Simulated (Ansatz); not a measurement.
## MgAs2 in Cmcm, a phase reached by a soft mode: following an unstable mode

Aim: this structure of MgAs2 in Cmcm, a phase reached by a soft mode is to be tested for unstable modes, and one is followed downhill.

Program: Ansatz 0.2.0. Level of theory: DFT PBE+D3(BJ), scalar-relativistic, plane waves, PAW. Results are calculated unless marked as measured.

The structure was built from a prototype and need not be the compound's stable phase.

## 1. The starting structure

Symmetry: Cmcm, No. 63, orthorhombic system. Conventional cell: a = 5.193 Å, b = 8.369 Å, c = 5.382 Å, α = 90.00°, β = 90.00°, γ = 90.00°. Nearest to Mg lie 8 As at 2.71 to 2.94 Å. As has 3 As at 2.51 to 2.69 Å and 3 Mg at 2.88 to 2.94 Å nearest. Nearest to As lie 1 As at 2.51 Å and 5 Mg at 2.71 to 2.92 Å. Farther neighbours are not listed.

Structure file:

```cif
data_structure
_symmetry_space_group_name_H-M 'Cmcm'
_symmetry_Int_Tables_number 63
_cell_length_a 5.1934
_cell_length_b 8.3692
_cell_length_c 5.3817
_cell_angle_alpha 90.000
_cell_angle_beta 90.000
_cell_angle_gamma 90.000
_cell_volume 233.91
loop_
_atom_site_label
_atom_site_type_symbol
_atom_site_symmetry_multiplicity
_atom_site_Wyckoff_symbol
_atom_site_fract_x
_atom_site_fract_y
_atom_site_fract_z
_atom_site_occupancy
Mg1 Mg 4 c 0.50000 0.34430 0.25000 1
As1 As 4 c 0.50000 0.00737 0.75000 1
As2 As 4 c 0.50000 0.69317 0.25000 1
```

## 2. Linear response at the zone centre

This phase was reached earlier by freezing in an unstable mode of a structure of higher symmetry and relaxing. Its zone-centre modes can show that it is still unstable.

File input.yaml:

```yaml
crystal:
  lattice:
    - [2.5967205872, -4.1845851197, 0.0]
    - [2.5967205872, 4.1845851197, 0.0]
    - [0.0, 0.0, 5.3816649072]
  atoms:
    - { symbol: Mg, position: [0.1556979933, 0.8443020067, 0.25] }
    - { symbol: Mg, position: [0.8443020067, 0.1556979933, 0.75] }
    - { symbol: As, position: [0.4926300538, 0.5073699462, 0.75] }
    - { symbol: As, position: [0.8068271257, 0.1931728743, 0.25] }
    - { symbol: As, position: [0.1931728743, 0.8068271257, 0.75] }
    - { symbol: As, position: [0.5073699462, 0.4926300538, 0.25] }
kpoints:
  mp_grid: { grid: [8, 8, 8] }
hamiltonian:
  xc: pbe
  dispersion: d3bj
scf:
  occupations: { method: methfessel_paxton, width: 0.2 }
output:
  eigenvalues: true
phonons:
  method: dfpt
```

Run with:

```
> ansatz run input.yaml --threads 8 --pin off --max-ram 14336MiB --backend cpu --events-out ev --progress --plain --runs-dir out
```

Numbers of over 12 decimals in the logs are rounded to 6 here.

Log:

```text
zone centre: on kpoints.mp_grid the ground state, and the responses unless they are solved on pairs of k-points, stand on 105 of the mesh's 512 k-points, reduced under 4 symmetry operations, with k and −k counted as one. Each operation leaves every solved displacement unchanged or reverses it
Engine: ansatz 0.2.0, x86_64-unknown-linux-gnu
Pseudopotentials: kind: paw
Pseudopotential: Mg, paw, valence charge 10, recommended cutoff 420 eV (normal), Mg.paw.azcp
Pseudopotential: As, paw, valence charge 15, recommended cutoff 420 eV (normal), As.paw.azcp
Functional definition: PBE
  parameter kappa = 0.804
  parameter beta = 0.066725
  exchange = pbe_x(kappa = kappa, mu = beta*pi^2/3)
  correlation = pbe_c(beta = beta)
Crystal: 6 atoms, lattice volume = 116.956 Å³
Basis set: ecut = 420 eV, 2277 PW (Γ), exchange–correlation on 72×72×72 points (8 copies of the dense FFT grid, shifted against one another)
Bands: 48, of which v1, the nominal top of the filled ones, is band 40 counted from 1 (39 counted from 0)
Symmetry: 8 space group operations
k-points: 105 of 512 (irreducible under 4 space group operations, time reversal used)
Non-local potential: Mg, projectors of the file, l = 0: 3, l = 1: 2, l = 2: 1
Non-local potential: As, projectors of the file, l = 0: 2, l = 1: 2, l = 2: 3, l = 3: 1
PAW form: soft (Blöchl's): semilocal exchange-correlation on the pseudo side does not see the compensation charge
PAW one-centre angular grid: Mg, 110 points (default); XC on 64 Gauss nodes
PAW one-centre angular grid: As, 590 points (default); XC on 64 Gauss nodes
Initial density: superposition of atomic densities (neutral atoms: chi_scale 0, normalization atom), corrected by the library's trained network
Initial wavefunctions: pseudopotential atomic-orbital guess
Functional: x = pbe(κ = 0.804, μ = 0.219515), c = pbe(β = 0.066725)
SCF iter   1: F=—  HF=-23275.325651 eV  |F-HF|=—  |Δ(HF+E_count)|=         —  Δρ=3.07e-3  dr2=3.05e-2  ethr=1.77e-3  ⟨swp⟩=6.0  Hψ=18107  notcnv=0
preconditioner: auto → Kerker (q_TF=auto, 2.561 Å⁻¹)  [metal: Δε(μ)=0.009 eV  Ē_g=8.901 eV  σ=0.200 eV  W_gap=0.04  n_scr=28 (ndim 8)  ℏωp=16.8 eV  f_vac=0.000  D(μ)=3.03/eV (n_scr^D=20)]
SCF iter   2: F=—  HF=-23275.319342 eV  |F-HF|=—  |Δ(HF+E_count)|=   6.31e-3  S|Δr|=    0.00e0  Δρ=1.63e-3  dr2=7.84e-3  ethr=3.81e-5  ⟨swp⟩=2.0  Hψ=7430  notcnv=0  defer=1
SCF iter   3: F=—  HF=-23275.317703 eV  |F-HF|=—  |Δ(HF+E_count)|=   1.64e-3  S|Δr|=    0.00e0  Δρ=4.96e-4  dr2=4.80e-4  ethr=9.80e-6  ⟨swp⟩=2.4  Hψ=8109  notcnv=0  defer=1
SCF iter   4: F=—  HF=-23275.317542 eV  |F-HF|=—  |Δ(HF+E_count)|=   1.61e-4  S|Δr|=    0.00e0  Δρ=2.62e-4  dr2=6.80e-5  ethr=6.00e-7  ⟨swp⟩=2.0  Hψ=8203  notcnv=0  defer=1
SCF iter   5: F=—  HF=-23275.317548 eV  |F-HF|=—  |Δ(HF+E_count)|=   6.59e-6  S|Δr|=    0.00e0  Δρ=5.01e-5  dr2=2.78e-6  ethr=8.50e-8  ⟨swp⟩=2.0  Hψ=5797  notcnv=0  defer=1
SCF iter   6: F=—  HF=-23275.317551 eV  |F-HF|=—  |Δ(HF+E_count)|=   2.33e-6  S|Δr|=    0.00e0  Δρ=1.78e-5  dr2=3.49e-7  ethr=3.47e-9  ⟨swp⟩=2.0  Hψ=9032  notcnv=0  defer=1
SCF iter   7: F=—  HF=-23275.317551 eV  |F-HF|=—  |Δ(HF+E_count)|=   2.92e-8  S|Δr|=    0.00e0  Δρ=3.75e-6  dr2=2.37e-8  ethr=4.36e-10  ⟨swp⟩=2.0  Hψ=8241  notcnv=0  defer=1
SCF iter   8: F=—  HF=-23275.317551 eV  |F-HF|=—  |Δ(HF+E_count)|=   5.84e-9  S|Δr|=    0.00e0  Δρ=1.52e-6  dr2=3.91e-9  ethr=2.97e-11  ⟨swp⟩=2.0  Hψ=8854  notcnv=0  defer=1
SCF iter   9: F=—  HF=-23275.317551 eV  |F-HF|=—  |Δ(HF+E_count)|=   7.71e-9  S|Δr|=    0.00e0  Δρ=9.28e-7  dr2=1.81e-9  ethr=4.88e-12  ⟨swp⟩=2.0  Hψ=9083  notcnv=0  defer=1
SCF iter  10: F=—  HF=-23275.317551 eV  |F-HF|=—  |Δ(HF+E_count)|=  1.16e-10  S|Δr|=    0.00e0  Δρ=2.01e-7  dr2=8.94e-11  ethr=2.26e-12  ⟨swp⟩=2.0  Hψ=5869  notcnv=0  defer=1
SCF iter  11: F=-23275.317551 eV  HF=-23275.317551 eV  |F-HF|=0.00e0  |Δ(HF+E_count)|=  1.09e-11  S|Δr|=    0.00e0  Δρ=6.02e-8  dr2=6.15e-12  ethr=1.00e-12  ⟨swp⟩=9.2  Hψ=27232  notcnv=0
SCF 1 converged in 11 iterations: F = -23275.317551 eV  dr2 = 6.15e-12
  greatest PAW one-centre occupation: 1.000 electrons in one spin orbital (limit 2), on the Mg atom at site 1 (counted from 0), in its partial waves of l = 0
DFPT response loops at Γ: preconditioner auto → Kerker (q_TF=auto, 2.561 Å⁻¹) (partly filled bands, converged f_vac=0.000); β = 1.00, the filter's whole step (`scf.mixing.beta` (0.50) is not read by the response loops under this deck's `scf.mixing.preconditioner`; to damp them name `kerker` or `kerker_dos`, under which they read `scf.mixing.beta`, and type it under 1.00, their step now; both keys bind the ground state too); Broyden in place of MSR1
SCF converged after 11 iterations
Stability not checked: this state was not tested for a lower state beside it, because cold or Methfessel-Paxton smearing, or corrected tetrahedra, fill the levels in a way that the test cannot read (fill_not_monotonic; see scf.lower_state_search)
Free energy (F): -23275.317551 eV
Harris-Foulkes:  -23275.317551 eV  (|F-HF|=0.00e0)
Internal energy: -23275.311403 eV  (E = F + TS)
E sigma→0 (E₀):  -23275.316014 eV
Entropy (-TS):   -0.006148 eV (-1.025 meV/atom)
Fermi energy:    10.177505 eV
--- Per-component energies (eV) ---
  E_band       = -1564.168596
  E_kinetic    = 565.921918
  E_local      = -9466.318818  (includes V_loc(G=0)·N_el)
  E_nonlocal   = -2492.022521
  E_hartree    = 4674.349004
  E_xc         = -376.937158
  E_vxc        = -394.601040  (∫ρ·V_xc dr)
  E_paw        = -7924.158486  (= ΣΔE_a)
  E_vpaw       = 874.153801  (= ΣTr[D̂ρ^β])
  E_aug_tail   = 0.000026  (compensation charges beyond the density's cutoff)
  E_ewald      = -8253.655351
  E_disp       = -2.490018  (pairwise vdW)
  E_smearing   = -0.006148  (= −TS)
  E_closure    = -0.000000  (closes the sum)
  Σ components = -23275.317551   (vs F -23275.317551, Δ=0.00e0)
--- Band table (eV; the first three rows and the last of 105) ---
  k-point 0: bands = [... 36 lower, 6.9266, 8.5522, 9.4311, 9.6151, 9.7328, 10.0292, 11.5070, 11.8882, ... 4 higher]
  k-point 1: bands = [... 36 lower, 6.9866, 8.5218, 9.2394, 9.2553, 9.5491, 10.0476, 11.3792, 12.1099, ... 4 higher]
  k-point 2: bands = [... 36 lower, 7.1575, 8.5929, 8.6709, 8.7858, 9.1091, 9.9199, 10.9065, 12.9346, ... 4 higher]
  k-point 104: bands = [... 36 lower, 9.1981, 9.1981, 10.1636, 10.1636, 12.0811, 12.0811, 12.1001, 12.1001, ... 4 higher]
--- Phonons (Γ-DFPT): 9 representative perturbations + reference, on 105 of 512 k-points (Σ response iterations 27) ---
  k mesh reduced under 4 symmetry operations, with k and −k counted as one. Each operation leaves every solved displacement unchanged or reverses it
  ASR residual: 2.805e-4 → 0.000e0 eV/Å²; symmetrization residual: 5.964e-6 eV/Å²
  pairwise dispersion correction: d3bj (s6 = 1.0, s8 = 0.7875, a1 = 0.4289, a2_bohr = 4.4407), with the weights of each atom's references fixed at the reference crystal's, and the forces and stress that the weights' published response gives there kept as a pressure on the atom's counted neighbours (hamiltonian.dispersion)
  ASR residual per site (eV/Å²): 2.81e-4 2.81e-4 2.58e-5 6.12e-5 6.12e-5 2.58e-5
  Γ frequencies (cm⁻¹): -198.46 -93.39 -79.55 0.00 0.00 0.00 56.15 62.53 64.74 67.50 168.32 171.76 172.76 178.63 213.63 218.11 256.80 276.49
  non-analytic LO–TO correction: not included (Born effective charges unavailable; polar crystals: no LO–TO splitting at Γ)
```

Run time: 49 s. Hardware: 8 threads of AMD EPYC 9R14 (Zen 4), shared host; peak memory 2.1 GiB; 5.6 min of CPU time.

In the SCF lines HF is the Harris–Foulkes energy and dr2 the Hartree energy of the density residual, in eV; the loop may stop once dr2 is under the threshold and the program's other checks hold. Hψ counts applications of the Hamiltonian.

This step gave:

```yaml
volume_per_atom: 19.49 Å³
gap_on_the_k_mesh: 0 eV
sum_rule_residual_before_enforcement: 2.81e-4 eV/Å²
point_group: mmm
highest_optical_mode_at_the_zone_centre_no_lo_to_term: 276.5 cm⁻¹
lowest_optical_zone_centre_mode: -198.5 cm⁻¹
```

Patterns of degenerate modes are one choice out of their space. The modes at Γ (shares of kinetic energy by element, %) (negative means imaginary):

| mode | frequency (cm⁻¹) | symmetry | Mg % | As % |
| --- | --- | --- | --- | --- |
| 1 | -198.5 | B3g | 0 | 100 |
| 2 | -93.4 | B3u | 0 | 100 |
| 3 | -79.5 | B1g | 0 | 100 |
| 4 | 0.0 | acoustic | 14 | 86 |
| 5 | 0.0 | acoustic | 14 | 86 |
| 6 | 0.0 | acoustic | 14 | 86 |
| 7 | 56.1 | B1g | 18 | 82 |
| 8 | 62.5 | B1u | 13 | 87 |
| 9 | 64.7 | Ag | 14 | 86 |
| 10 | 67.5 | B3g | 29 | 71 |
| 11 | 168.3 | B2u | 18 | 82 |
| 12 | 171.8 | Ag | 7 | 93 |
| 13 | 172.8 | B2u | 68 | 32 |
| 14 | 178.6 | Ag | 78 | 22 |
| 15 | 213.6 | B3u | 86 | 14 |
| 16 | 218.1 | B1g | 82 | 18 |
| 17 | 256.8 | B1u | 73 | 27 |
| 18 | 276.5 | B3g | 70 | 30 |

Displacements in mode 1 (-198.5 cm⁻¹), the largest set to 1:
```
Mg1  0.00  0.00 -0.04
Mg2  0.00  0.00  0.04
As3  0.00  0.00 -1.00
As4  0.00  0.00 -0.06
As5  0.00  0.00  0.06
As6  0.00  0.00  1.00
```

Displacements in mode 2 (-93.4 cm⁻¹), the largest set to 1:
```
Mg1 -0.13  0.00  0.00
Mg2 -0.13  0.00  0.00
As3 -0.96  0.00  0.00
As4  1.00  0.00  0.00
As5  1.00  0.00  0.00
As6 -0.96  0.00  0.00
```

Before it was imposed, the acoustic sum rule was missed by 2.8e-4 eV/Å². Small misses are needed for a sound result but don't prove that mesh and cutoff are converged. The lowest optical mode is imaginary, 198.5i cm⁻¹, so the energy falls along it.

## 3. The mode frozen in, largest atomic shift 0 Å

The mode followed lies at Γ with frequency 198.5i cm⁻¹, the softest among the wavevectors solved. At small amplitude the distorted cell has space group no. 12 by a symmetry search on the positions. The undistorted cell that holds it gives the zero of energy on the same k mesh.

input.yaml: that of step 2 with these lines changed.

```diff
@@ -20,4 +20,4 @@
 output:
+  forces: true
+  stress: true
   eigenvalues: true
-phonons:
-  method: dfpt
```

Log:

```text
[...]
Crystal: 6 atoms, lattice volume = 116.956 Å³
Basis set: ecut = 420 eV, 2277 PW (Γ), exchange–correlation on 72×72×72 points (8 copies of the dense FFT grid, shifted against one another)
Bands: 48, of which v1, the nominal top of the filled ones, is band 40 counted from 1 (39 counted from 0)
Symmetry: 8 space group operations
[...]
k-points: 105 of 512
[...]
k-point 0: bands = [... 36 lower, 6.9266, 8.5522, 9.4311, 9.6151, 9.7328, 10.0291, 11.5069, 11.8882, ... 4 higher]
  k-point 1: bands = [... 36 lower, 6.9865, 8.5218, 9.2394, 9.2553, 9.5491, 10.0476, 11.3792, 12.1099, ... 4 higher]
  k-point 2: bands = [... 36 lower, 7.1575, 8.5928, 8.6709, 8.7858, 9.1091, 9.9199, 10.9065, 12.9346, ... 4 higher]
  k-point 104: bands = [... 36 lower, 9.1981, 9.1981, 10.1636, 10.1636, 12.0811, 12.0811, 12.1001, 12.1001, ... 4 higher]
[key lines of the parts left out:]
SCF converged after 7 iterations
Free energy (F): -23275.317551 eV
Fermi energy:    10.177489 eV
P = ⅓ Tr σ = -0.0031 GPa (-0.031 kbar)
```

The job ended after 2 s (8 threads; peak memory 0.87 GiB).

This step gave:

```
pressure                         : -0.003115 GPa
energy from the undistorted cell : 0 meV/atom
```

The run ends at a pressure of 0.00 GPa, with forces up to 2.2e-4 eV/Å.

## 4. The mode frozen in, largest atomic shift 0.08 Å

The atoms are moved along the unstable eigenvector, the largest shift by 0.08 Å, with the cell fixed.

input.yaml, the sections that differ from step 3:

```yaml
crystal:
  lattice:
    - [2.5967205872, -4.1845851197, 0.0]
    - [2.5967205872, 4.1845851197, 0.0]
    - [0.0, 0.0, 5.3816649072]
  atoms:
    - { symbol: Mg, position: [0.1556979933, 0.8443020067, 0.250580251] }
    - { symbol: Mg, position: [0.8443020067, 0.1556979933, 0.749419749] }
    - { symbol: As, position: [0.4926300538, 0.5073699462, 0.7648652882] }
    - { symbol: As, position: [0.8068271257, 0.1931728743, 0.2509166693] }
    - { symbol: As, position: [0.1931728743, 0.8068271257, 0.7490833307] }
    - { symbol: As, position: [0.5073699462, 0.4926300538, 0.2351347118] }
# kpoints, hamiltonian, scf, output: as in step 3
```

Log:

```text
[...]
Crystal: 6 atoms, lattice volume = 116.956 Å³
Basis set: ecut = 420 eV, 2277 PW (Γ), exchange–correlation on 72×72×72 points (8 copies of the dense FFT grid, shifted against one another)
Bands: 48, of which v1, the nominal top of the filled ones, is band 40 counted from 1 (39 counted from 0)
Symmetry: 4 space group operations
[...]
k-points: 150 of 512
[...]
k-point 0: bands = [... 36 lower, 6.9400, 8.5160, 9.4504, 9.6303, 9.7460, 10.0420, 11.5032, 11.8873, ... 4 higher]
  k-point 1: bands = [... 36 lower, 7.0002, 8.4831, 9.2568, 9.2698, 9.5642, 10.0595, 11.3703, 12.1131, ... 4 higher]
  k-point 2: bands = [... 36 lower, 7.1728, 8.5358, 8.6900, 8.8028, 9.1277, 9.9248, 10.9048, 12.8881, ... 4 higher]
  k-point 149: bands = [... 36 lower, 8.9064, 9.3668, 9.8078, 10.6434, 11.9583, 11.9658, 12.1965, 12.2281, ... 4 higher]
[key lines of the parts left out:]
SCF converged after 7 iterations
Free energy (F): -23275.352419 eV
Fermi energy:    10.212914 eV
P = ⅓ Tr σ = 0.3754 GPa (3.754 kbar)
```

Elapsed: 2.8 s, on 8 threads; peak memory 0.99 GiB; 20 s of CPU time.

Numbers from this step:

```yaml
pressure: 0.3754 GPa
energy_from_the_undistorted_cell: -5.937 meV/atom
```

The energy, extrapolated to zero smearing, is -5.94 meV/atom against the undistorted cell.

The run ends at a pressure of 0.38 GPa, with forces up to 0.20 eV/Å.

## 5. Energy along the mode, all amplitudes (two of the runs are shown above)

An imaginary frequency means negative curvature, so the energy should fall and then rise again as anharmonic terms take over.

This step gave:

```yaml
depth_at_the_lowest_point_sampled: 5.937 meV/atom
largest_atomic_shift_at_that_point: 0.08 Å
```

The energy from the parent by largest atomic shift:

```csv
largest atomic shift (Å),energy from the parent (meV/atom)
0.0000,0
0.0400,-2.34
0.0800,-5.94
0.1400,-4.51
0.2200,28.3
```

Displacement at unit largest shift by atom:

| atom | x (Å) | y (Å) | z (Å) | size |
| --- | --- | --- | --- | --- |
| Mg1 | 0.00 | 0.00 | 0.04 | 0.04 |
| Mg2 | 0.00 | 0.00 | -0.04 | 0.04 |
| As3 | 0.00 | 0.00 | 1.00 | 1.00 |
| As4 | 0.00 | 0.00 | 0.06 | 0.06 |
| As5 | 0.00 | 0.00 | -0.06 | 0.06 |
| As6 | 0.00 | 0.00 | -1.00 | 1.00 |

The lowest of the steps tried is at 0.08 Å, 5.94 meV/atom below the parent; the bottom of the well need not coincide with a step.

(Continued in part 2 of 3.)

[Logs are printed without paths, hosts, clocks, repeated set-up lines and the standing remarks that a program may print on its own settings, such as how far it seeks lower states.]

[Hosts, paths, dates, database ids (printed as entryN), source tags and the programs' standing remarks are cut or masked in the printed files.]
